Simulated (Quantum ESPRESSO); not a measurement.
## The states of the two spins in CuF2

Where do the states of the two spins of CuF2 lie?

Main program and level: Quantum ESPRESSO 7.5; PBEsol with U = 6 eV on Cu d (ortho-atomic projectors); plane waves with GBRV 1.5 PBEsol potentials, no spin-orbit coupling.

## Step 1: The starting structure

Symmetry: P2_1/c, No. 14, monoclinic system. The conventional cell has a = 3.320 Å, b = 4.540 Å, c = 5.343 Å, α = 90.00°, β = 121.44°, γ = 90.00°. Nearest to Cu lie 6 F at 1.91 to 2.31 Å. Nearest to F lie 3 Cu at 1.91 to 2.31 Å. Farther neighbours and most contacts between anions are not listed.

The cell comes from the Crystallography Open Database.

## Step 2: The magnetic state

This state came out lowest in a comparison of starts that is told elsewhere.

File pw.in:

```
&CONTROL
  calculation = 'scf'
  prefix = 'pwscf'
  outdir = './tmp'
  pseudo_dir = './pseudo'
  disk_io = 'low'
/
&SYSTEM
  ibrav = 0
  celldm(1) = 8
  nat = 6
  ntyp = 3
  ecutwfc = 40
  ecutrho = 280
  nbnd = 48
  occupations = 'smearing'
  smearing = 'fd'
  degauss = 0.00367493
  nspin = 2
  starting_magnetization(1) = 0.0526
  starting_magnetization(2) = -0.0526
  starting_magnetization(3) = 0
/
&ELECTRONS
  conv_thr = 1.2d-08
  electron_maxstep = 150
  mixing_beta = 0.3
/
ATOMIC_SPECIES
Cu1    63.5460 cu_pbesol_v1.2.uspp.F.UPF
Cu2    63.5460 cu_pbesol_v1.2.uspp.F.UPF
F      18.9984 f_pbesol_v1.4.uspp.F.UPF
CELL_PARAMETERS alat
   0.7842363417197    0.0000000000000    0.0000000000000
   0.0000000000000    1.0724195757251    0.0000000000000
  -0.6583022279400    0.0000000000000    1.0768918614287
ATOMIC_POSITIONS crystal
Cu1     0.0000000000    0.0000000000    0.0000000000
Cu2     0.0000000000    0.5000000000    0.5000000000
F       0.2560000000    0.3000000000    0.3000000000
F       0.7440000000    0.8000000000    0.2000000000
F       0.7440000000    0.7000000000    0.7000000000
F       0.2560000000    0.2000000000    0.8000000000
K_POINTS automatic
8 4 4 0 0 0
HUBBARD {ortho-atomic}
U Cu1-3d 6.0000
U Cu2-3d 6.0000
```

The run is started by

```
$ OMP_NUM_THREADS=1 mpirun -n 4 pw.x -nk 4 -in pw.in > pw.out
```

The log of the run:

```text
Program PWSCF v.7.5 starts

     Message from routine setup:
     using ibrav=0 with symmetry is DISCOURAGED, use correct ibrav instead

     K-points division:     npool     =       4
     Subspace diagonalization in iterative solution of the eigenvalue problem:

     bravais-lattice index     =            0
     lattice parameter (alat)  =       8.0000  a.u.
     unit-cell volume          =     463.7178 (a.u.)^3
     number of atoms/cell      =            6
     number of atomic types    =            3
     number of electrons       =        66.00
     number of Kohn-Sham states=           48
     kinetic-energy cutoff     =      40.0000  Ry
     charge density cutoff     =     280.0000  Ry
     scf convergence threshold =      1.2E-08
     mixing beta               =       0.3000
     number of iterations used =            8  plain     mixing
     Exchange-correlation= SLA  PW   PSX  PSC
                           (   1   4  10   8   0   0   0)
     Hubbard projectors: ortho-atomic
     Hubbard parameters of DFT+U (Dudarev formulation) in eV:
     U(Cu1-3d) =  6.0000
     U(Cu2-3d) =  6.0000

     Internal variables: lda_plus_u =T, lda_plus_u_kind = 0

     Internal variables: orbital_resolved =F, hub_pot_fix =F, apply_U = F

     celldm(1)=   8.000000  celldm(2)=   0.000000  celldm(3)=   0.000000
     celldm(4)=   0.000000  celldm(5)=   0.000000  celldm(6)=   0.000000

     crystal axes: (cart. coord. in units of alat)
               a(1) = (   0.784236   0.000000   0.000000 )
               a(2) = (   0.000000   1.072420   0.000000 )
               a(3) = (  -0.658302   0.000000   1.076892 )

     reciprocal axes: (cart. coord. in units 2 pi/alat)
               b(1) = (  1.275126 -0.000000  0.779482 )
               b(2) = (  0.000000  0.932471 -0.000000 )
               b(3) = (  0.000000  0.000000  0.928598 )

     PseudoPot. # 1 for Cu read from file:
     cu_pbesol_v1.2.uspp.F.UPF
     Pseudo is Ultrasoft + core correction, Zval = 19.0

     PseudoPot. # 2 for Cu read from file:
     cu_pbesol_v1.2.uspp.F.UPF
     Pseudo is Ultrasoft + core correction, Zval = 19.0

     PseudoPot. # 3 for F  read from file:
     f_pbesol_v1.4.uspp.F.UPF
     Pseudo is Ultrasoft, Zval =  7.0

     atomic species   valence    mass     pseudopotential
     Cu1              19.00    63.54600     Cu( 1.00)
     Cu2              19.00    63.54600     Cu( 1.00)
     F                 7.00    18.99840     F ( 1.00)

     Starting magnetic structure
     atomic species   magnetization
     Cu1             0.053
     Cu2            -0.053
     F               0.000

      2 Sym. Ops., with inversion, found

   Cartesian axes

     site n.     atom                  positions (alat units)
         1        Cu1    tau(   1) = (   0.0000000   0.0000000   0.0000000  )
         2        Cu2    tau(   2) = (  -0.3291511   0.5362098   0.5384459  )
         3        F      tau(   3) = (   0.0032738   0.3217259   0.3230676  )
         4        F      tau(   4) = (   0.4518114   0.8579357   0.2153784  )
         5        F      tau(   5) = (   0.1226603   0.7506937   0.7538243  )
         6        F      tau(   6) = (  -0.3258773   0.2144839   0.8615135  )

     number of k points=    68  Fermi-Dirac smearing, width (Ry)=  0.0037
                       cart. coord. in units 2pi/alat
        k(    1) = (   0.0000000   0.0000000   0.0000000), wk =   0.0078125
        k(    2) = (   0.0000000   0.0000000   0.2321496), wk =   0.0156250
        k(    3) = (   0.0000000   0.0000000  -0.4642992), wk =   0.0078125
        k(    4) = (   0.0000000   0.2331177   0.0000000), wk =   0.0156250
        k(    5) = (   0.0000000   0.2331177   0.2321496), wk =   0.0156250
        [... 63 further k-points ...]

     Dense  grid:    36723 G-vectors     FFT dimensions: (  36,  45,  54)

     Smooth grid:    15901 G-vectors     FFT dimensions: (  25,  36,  45)

     Generating pointlists ...
     new r_m :   0.1858 (alat units)  1.4865 (a.u.) for type    1
     new r_m :   0.1858 (alat units)  1.4865 (a.u.) for type    2
     new r_m :   0.1858 (alat units)  1.4865 (a.u.) for type    3

     Initial potential from superposition of free atoms

     starting charge      64.0000, renormalised to      66.0000

     STARTING HUBBARD OCCUPATIONS:

     =================== HUBBARD OCCUPATIONS ===================
     ------------------------ ATOM    1 ------------------------
     Tr[ns(  1)] (up, down, total) =   5.00000  3.00000  8.00000
     Atomic magnetic moment for atom   1 =   2.00000
     [... lines left out ...]
     ------------------------ ATOM    2 ------------------------
     Tr[ns(  2)] (up, down, total) =   3.00000  5.00000  8.00000
     Atomic magnetic moment for atom   2 =  -2.00000
     [... lines left out ...]
     Number of occupied Hubbard levels =   16.0000

     Atomic wfc used for Hubbard projectors are orthogonalized

     Starting wfcs are   42 randomized atomic wfcs +    6 random wfcs

     Self-consistent Calculation

     iteration #  1     ecut=    40.00 Ry     beta= 0.30
     Davidson diagonalization with overlap
     ethr =  1.00E-02,  avg # of iterations =  5.7

     =================== HUBBARD OCCUPATIONS ===================
     ------------------------ ATOM    1 ------------------------
     Tr[ns(  1)] (up, down, total) =   4.91152  4.10018  9.01169
     Atomic magnetic moment for atom   1 =   0.81134
     [... lines left out ...]
     ------------------------ ATOM    2 ------------------------
     Tr[ns(  2)] (up, down, total) =   4.10009  4.91149  9.01157
     Atomic magnetic moment for atom   2 =  -0.81140
     [... lines left out ...]
     Number of occupied Hubbard levels =   18.0233

     total energy              =   -1000.80159204 Ry
     estimated scf accuracy    <       0.68993816 Ry

     total magnetization       =     0.00 Bohr mag/cell
     absolute magnetization    =     1.97 Bohr mag/cell

     iteration #  2     ecut=    40.00 Ry     beta= 0.30
     Davidson diagonalization with overlap
     ethr =  1.05E-03,  avg # of iterations =  2.1

     total energy              =   -1000.95076986 Ry
     estimated scf accuracy    <       0.06443484 Ry

     total magnetization       =     0.00 Bohr mag/cell
     absolute magnetization    =     1.87 Bohr mag/cell

     [... further iterations left out ...]

     iteration # 13     ecut=    40.00 Ry     beta= 0.30
     Davidson diagonalization with overlap
     ethr =  3.10E-10,  avg # of iterations =  2.0

     total energy              =   -1000.95686855 Ry
     estimated scf accuracy    <       0.00000009 Ry

     total magnetization       =     0.00 Bohr mag/cell
     absolute magnetization    =     1.93 Bohr mag/cell

     iteration # 14     ecut=    40.00 Ry     beta= 0.30
     Davidson diagonalization with overlap
     ethr =  1.32E-10,  avg # of iterations =  2.0

     Magnetic moment per site  (integrated on atomic sphere of radius R)
     atom   1 (R=0.186)  charge= 16.2532  magn=  0.8027
     atom   2 (R=0.186)  charge= 16.2541  magn= -0.8026
     atom   3 (R=0.186)  charge=  6.3221  magn=  0.0012
     atom   4 (R=0.186)  charge=  6.3216  magn= -0.0012
     atom   5 (R=0.186)  charge=  6.3221  magn=  0.0012
     atom   6 (R=0.186)  charge=  6.3216  magn= -0.0012

     End of self-consistent calculation

     =================== HUBBARD OCCUPATIONS ===================
     ------------------------ ATOM    1 ------------------------
     Tr[ns(  1)] (up, down, total) =   4.96414  4.15520  9.11933
     Atomic magnetic moment for atom   1 =   0.80894
     [... lines left out ...]
     ------------------------ ATOM    2 ------------------------
     Tr[ns(  2)] (up, down, total) =   4.15520  4.96414  9.11933
     Atomic magnetic moment for atom   2 =  -0.80894
     [... lines left out ...]
     Number of occupied Hubbard levels =   18.2387

     Number of k-points >= 100: set verbosity='high' to print the bands.

     the Fermi energy is     6.1278 ev

!    total energy              =   -1000.95686863 Ry
     estimated scf accuracy    <       0.00000001 Ry
     smearing contrib. (-TS)   =      -0.00000000 Ry
     internal energy E=F+TS    =   -1000.95686863 Ry

     The total energy is F=E-TS. E is the sum of the following terms:
     one-electron contribution =    -791.24491857 Ry
     hartree contribution      =     425.30852915 Ry
     xc contribution           =    -113.51311116 Ry
     ewald contribution        =    -521.60838012 Ry
     Hubbard energy            =       0.10101208 Ry

     total magnetization       =    -0.00 Bohr mag/cell
     absolute magnetization    =     1.93 Bohr mag/cell

     convergence has been achieved in  14 iterations

=------------------------------------------------------------------------------=
   JOB DONE.
=------------------------------------------------------------------------------=
```

It took 80 s on 4 MPI ranks of Arm Neoverse V1, shared host; peak memory 0.63 GiB.

Spin moment in the atom's sphere by atom:

| atom | spin moment in the atom's sphere (μB) |
| --- | --- |
| Cu1 | 0.803 |
| Cu2 | -0.803 |
| F3 | 0.001 |
| F4 | -0.001 |
| F5 | 0.001 |
| F6 | -0.001 |

Read from the output:

* smearing term TS: 2.56e-13 eV
* magnetization: 0 μB
* absolute magnetization: 1.932 μB
* final state: antiferromagnetic

## Step 3: Projected density of states

File projwfc.in:

```
&PROJWFC
  prefix = 'pwscf'
  outdir = './tmp'
  filpdos = 'pdos'
  ngauss = 0
  degauss = 0.01
  DeltaE = 0.05
  Emin = -2.87
  Emax = 11.13
/
```

The run is started by

```
$ OMP_NUM_THREADS=1 mpirun -n 4 projwfc.x -nk 4 -in projwfc.in > projwfc.out
```

The log of the run:

```text
[banner, memory and clock lines left out]
Program PROJWFC v.7.5 starts

     [... lines left out ...]
     IMPORTANT: XC functional enforced from input :
     Exchange-correlation= PBESOL
                           (   1   4  10   8   0   0   0)
     Any further DFT definition will be discarded
     Please, verify this is what you really want

     G-vector sticks info

     Gaussian broadening (read from input): ngauss,degauss=   0    0.010000

     Calling projwave ....

  Problem Sizes
  natomwfc =           42
  nbnd     =           48
  nkstot   =          136
  npwx     =         2003
  nkb      =           68

     Atomic states used for projection
     (read from pseudopotential files):

     state #   1: atom   1 (Cu1), wfc  1 (l=0 m= 1)
     state #   2: atom   1 (Cu1), wfc  2 (l=1 m= 1)
     state #   3: atom   1 (Cu1), wfc  2 (l=1 m= 2)
     state #   4: atom   1 (Cu1), wfc  2 (l=1 m= 3)
     state #   5: atom   1 (Cu1), wfc  3 (l=2 m= 1)
     state #   6: atom   1 (Cu1), wfc  3 (l=2 m= 2)
     state #   7: atom   1 (Cu1), wfc  3 (l=2 m= 3)
     state #   8: atom   1 (Cu1), wfc  3 (l=2 m= 4)
     state #   9: atom   1 (Cu1), wfc  3 (l=2 m= 5)
     state #  10: atom   1 (Cu1), wfc  4 (l=0 m= 1)
     state #  11: atom   1 (Cu1), wfc  5 (l=1 m= 1)
     state #  12: atom   1 (Cu1), wfc  5 (l=1 m= 2)
     state #  13: atom   1 (Cu1), wfc  5 (l=1 m= 3)
     state #  14: atom   2 (Cu2), wfc  1 (l=0 m= 1)
     state #  15: atom   2 (Cu2), wfc  2 (l=1 m= 1)
     state #  16: atom   2 (Cu2), wfc  2 (l=1 m= 2)
     state #  17: atom   2 (Cu2), wfc  2 (l=1 m= 3)
     state #  18: atom   2 (Cu2), wfc  3 (l=2 m= 1)
     state #  19: atom   2 (Cu2), wfc  3 (l=2 m= 2)
     state #  20: atom   2 (Cu2), wfc  3 (l=2 m= 3)
     state #  21: atom   2 (Cu2), wfc  3 (l=2 m= 4)
     state #  22: atom   2 (Cu2), wfc  3 (l=2 m= 5)
     state #  23: atom   2 (Cu2), wfc  4 (l=0 m= 1)
     state #  24: atom   2 (Cu2), wfc  5 (l=1 m= 1)
     state #  25: atom   2 (Cu2), wfc  5 (l=1 m= 2)
     state #  26: atom   2 (Cu2), wfc  5 (l=1 m= 3)
     state #  27: atom   3 (F  ), wfc  1 (l=0 m= 1)
     state #  28: atom   3 (F  ), wfc  2 (l=1 m= 1)
     state #  29: atom   3 (F  ), wfc  2 (l=1 m= 2)
     state #  30: atom   3 (F  ), wfc  2 (l=1 m= 3)
     state #  31: atom   4 (F  ), wfc  1 (l=0 m= 1)
     state #  32: atom   4 (F  ), wfc  2 (l=1 m= 1)
     state #  33: atom   4 (F  ), wfc  2 (l=1 m= 2)
     state #  34: atom   4 (F  ), wfc  2 (l=1 m= 3)
     state #  35: atom   5 (F  ), wfc  1 (l=0 m= 1)
     state #  36: atom   5 (F  ), wfc  2 (l=1 m= 1)
     state #  37: atom   5 (F  ), wfc  2 (l=1 m= 2)
     state #  38: atom   5 (F  ), wfc  2 (l=1 m= 3)
     state #  39: atom   6 (F  ), wfc  1 (l=0 m= 1)
     state #  40: atom   6 (F  ), wfc  2 (l=1 m= 1)
     state #  41: atom   6 (F  ), wfc  2 (l=1 m= 2)
     state #  42: atom   6 (F  ), wfc  2 (l=1 m= 3)

 [... projections of the bands left out ...]

Lowdin Charges:

     Atom #   1: total charge =  18.3830, s =  2.4152, p =  6.8484, d =  9.1193,
                 spin up      =   9.5920, s =  1.2057,
                 spin up      =   9.5920, p =  3.4222, pz=  1.1407, px=  1.1410, py=  1.1404,
                 spin up      =   9.5920, d =  4.9641, dz2=  0.9940, dxz=  0.9919, dyz=  0.9931, dx2-y2=  0.9930, dxy=  0.9922,
                 spin down    =   8.7910, s =  1.2095,
                 spin down    =   8.7910, p =  3.4263, pz=  1.1413, px=  1.1441, py=  1.1408,
                 spin down    =   8.7910, d =  4.1552, dz2=  0.9499, dxz=  0.8841, dyz=  0.5726, dx2-y2=  0.8669, dxy=  0.8816,
                 polarization =   0.8011, s = -0.0038, p = -0.0041, d =  0.8089,
     Atom #   2: total charge =  18.3830, s =  2.4152, p =  6.8484, d =  9.1193,
                 spin up      =   8.7910, s =  1.2095,
                 spin up      =   8.7910, p =  3.4263, pz=  1.1413, px=  1.1441, py=  1.1408,
                 spin up      =   8.7910, d =  4.1552, dz2=  0.9499, dxz=  0.8841, dyz=  0.5726, dx2-y2=  0.8669, dxy=  0.8816,
                 spin down    =   9.5920, s =  1.2057,
                 spin down    =   9.5920, p =  3.4222, pz=  1.1407, px=  1.1410, py=  1.1404,
                 spin down    =   9.5920, d =  4.9641, dz2=  0.9940, dxz=  0.9919, dyz=  0.9931, dx2-y2=  0.9930, dxy=  0.9922,
                 polarization =  -0.8011, s =  0.0038, p =  0.0041, d = -0.8089,
     Atom #   3: total charge =   7.2696, s =  1.7965, p =  5.4731, d =  0.0000,
                 spin up      =   3.6347, s =  0.8985,
                 spin up      =   3.6347, p =  2.7362, pz=  0.9214, px=  0.8927, py=  0.9221,
                 spin up      =   3.6347, d =  0.0000, dz2=  0.0000, dxz=  0.0000, dyz=  0.0000, dx2-y2=  0.0000, dxy=  0.0000,
                 spin down    =   3.6349, s =  0.8980,
                 spin down    =   3.6349, p =  2.7369, pz=  0.9094, px=  0.9172, py=  0.9102,
                 spin down    =   3.6349, d =  0.0000, dz2=  0.0000, dxz=  0.0000, dyz=  0.0000, dx2-y2=  0.0000, dxy=  0.0000,
                 polarization =  -0.0002, s =  0.0004, p = -0.0006, d =  0.0000,
     Atom #   4: total charge =   7.2696, s =  1.7965, p =  5.4731, d =  0.0000,
                 spin up      =   3.6349, s =  0.8980,
                 spin up      =   3.6349, p =  2.7369, pz=  0.9094, px=  0.9172, py=  0.9102,
                 spin up      =   3.6349, d =  0.0000, dz2=  0.0000, dxz=  0.0000, dyz=  0.0000, dx2-y2=  0.0000, dxy=  0.0000,
                 spin down    =   3.6347, s =  0.8985,
                 spin down    =   3.6347, p =  2.7362, pz=  0.9214, px=  0.8927, py=  0.9221,
                 spin down    =   3.6347, d =  0.0000, dz2=  0.0000, dxz=  0.0000, dyz=  0.0000, dx2-y2=  0.0000, dxy=  0.0000,
                 polarization =   0.0002, s = -0.0004, p =  0.0006, d =  0.0000,
     Atom #   5: total charge =   7.2696, s =  1.7965, p =  5.4731, d =  0.0000,
                 spin up      =   3.6347, s =  0.8985,
                 spin up      =   3.6347, p =  2.7362, pz=  0.9214, px=  0.8927, py=  0.9221,
                 spin up      =   3.6347, d =  0.0000, dz2=  0.0000, dxz=  0.0000, dyz=  0.0000, dx2-y2=  0.0000, dxy=  0.0000,
                 spin down    =   3.6349, s =  0.8980,
                 spin down    =   3.6349, p =  2.7369, pz=  0.9094, px=  0.9172, py=  0.9102,
                 spin down    =   3.6349, d =  0.0000, dz2=  0.0000, dxz=  0.0000, dyz=  0.0000, dx2-y2=  0.0000, dxy=  0.0000,
                 polarization =  -0.0002, s =  0.0004, p = -0.0006, d =  0.0000,
     Atom #   6: total charge =   7.2696, s =  1.7965, p =  5.4731, d =  0.0000,
                 spin up      =   3.6349, s =  0.8980,
                 spin up      =   3.6349, p =  2.7369, pz=  0.9094, px=  0.9172, py=  0.9102,
                 spin up      =   3.6349, d =  0.0000, dz2=  0.0000, dxz=  0.0000, dyz=  0.0000, dx2-y2=  0.0000, dxy=  0.0000,
                 spin down    =   3.6347, s =  0.8985,
                 spin down    =   3.6347, p =  2.7362, pz=  0.9214, px=  0.8927, py=  0.9221,
                 spin down    =   3.6347, d =  0.0000, dz2=  0.0000, dxz=  0.0000, dyz=  0.0000, dx2-y2=  0.0000, dxy=  0.0000,
                 polarization =   0.0002, s = -0.0004, p =  0.0006, d =  0.0000,
     Spilling Parameter:   0.0024
```

Elapsed: 2.9 s, on 4 MPI ranks; peak memory 0.32 GiB; 13 s of CPU time.

The density of states has structure finer than the step of the table below, so its rows give means over 0.5 eV, whole bins alone (the curve runs from -9.00 to 5.05 eV). Peaks (eV: height): up = down -6.80: 4.02, -5.80: 4.79, -4.85: 4.82, -2.80: 6.96; Cu1 d up = Cu2 d down -7.90: 1.5, -6.75: 1.86, -5.75: 1.91, -4.65: 1.11; Cu1 d down = Cu2 d up -5.30: 1.66, -4.00: 1.09, -2.80: 0.771, 1.65: 2.11; F3 p up -5.85: 0.502, -2.80: 1.37; F3 p down -6.55: 0.487, -4.90: 0.56, -2.80: 1.38.

Gaussian broadening of 0.136 eV on the SCF mesh. Density of states against energy, zero at the Fermi level; means over each step; values in states/eV/cell:

| energy (eV) | up = down | Cu1 d up = Cu2 d down | Cu1 d down = Cu2 d up | F3 p up | F3 p down |
| --- | --- | --- | --- | --- | --- |
| -8.5 | 0.0928 | 0.0498 | 0.00298 | 0.00992 | 0.00791 |
| -8.0 | 1.74 | 1.02 | 0.0493 | 0.148 | 0.152 |
| -7.5 | 0.814 | 0.257 | 0.0518 | 0.102 | 0.111 |
| -7.0 | 2.74 | 1.02 | 0.226 | 0.316 | 0.323 |
| -6.5 | 3.36 | 1.32 | 0.462 | 0.294 | 0.400 |
| -6.0 | 3.51 | 1.19 | 0.792 | 0.404 | 0.272 |
| -5.5 | 4.37 | 1.43 | 1.25 | 0.402 | 0.343 |
| -5.0 | 4.42 | 0.980 | 1.39 | 0.427 | 0.479 |
| -4.5 | 3.23 | 0.694 | 1.05 | 0.384 | 0.260 |
| -4.0 | 3.44 | 0.419 | 0.954 | 0.449 | 0.475 |
| -3.5 | 3.65 | 0.367 | 0.618 | 0.579 | 0.667 |
| -3.0 | 5.40 | 0.479 | 0.605 | 1.00 | 1.10 |
| -2.5 | 3.28 | 0.362 | 0.475 | 0.591 | 0.601 |
| -2.0 | 1.83 | 0.289 | 0.335 | 0.329 | 0.258 |
| -1.5 | 0.120 | 0.0195 | 0.0199 | 0.0268 | 0.0126 |
| -1.0 | 0 | 0 | 0 | 0 | 0 |
| -0.5 | 0 | 0 | 0 | 0 | 0 |
| 0.0 | 0 | 0 | 0 | 0 | 0 |
| 0.5 | 0 | 0 | 0 | 0 | 0 |
| 1.0 | 0.0143 | 2.4e-5 | 0.0117 | 4.4e-4 | 3.4e-4 |
| 1.5 | 1.54 | 0.00547 | 1.23 | 0.0624 | 0.0610 |
| 2.0 | 0.444 | 0.00252 | 0.348 | 0.0208 | 0.0215 |
| 2.5 | 0.00112 | 4.8e-6 | 1.5e-5 | 0 | 0 |
| 3.0 | 0.0152 | 8.5e-5 | 1.9e-4 | 4.5e-5 | 2.5e-5 |
| 3.5 | 0.0940 | 4.6e-4 | 7.7e-4 | 0.00135 | 0.00129 |
| 4.0 | 0.0835 | 3.9e-4 | 5.3e-4 | 0.00160 | 0.00160 |
| 4.5 | 0.197 | 8.9e-4 | 0.00218 | 0.00498 | 0.00502 |

## Step 4: Outcome

* state: antiferromagnetic
* largest moment in a sphere: 0.803 μB

The most distinct maxima of the density of states (up = down) lie at -6.80, -5.80, -4.85, -2.80 and 1.65 eV, the highest at -2.80 eV. These are Kohn–Sham states without spin–orbit coupling, on the mesh of the self-consistent run. The moments are opposed on like sites, so the totals of the two spins are equal and the projections on single atoms show the splitting.

[Logs and program files are shortened in this print: banners, set-up blocks, solver, clock and traceback lines can be left out without a mark of their own.]

[Logs are printed without paths, hosts, clocks, repeated set-up lines and the standing remarks that a program may print on its own settings, such as how far it seeks lower states.]

[Hosts, paths, dates, database ids (printed as entryN), source tags and the programs' standing remarks are cut or masked in the printed files.]

[Where a cell is said to come from a database of computed structures, the database is the Materials Project.]
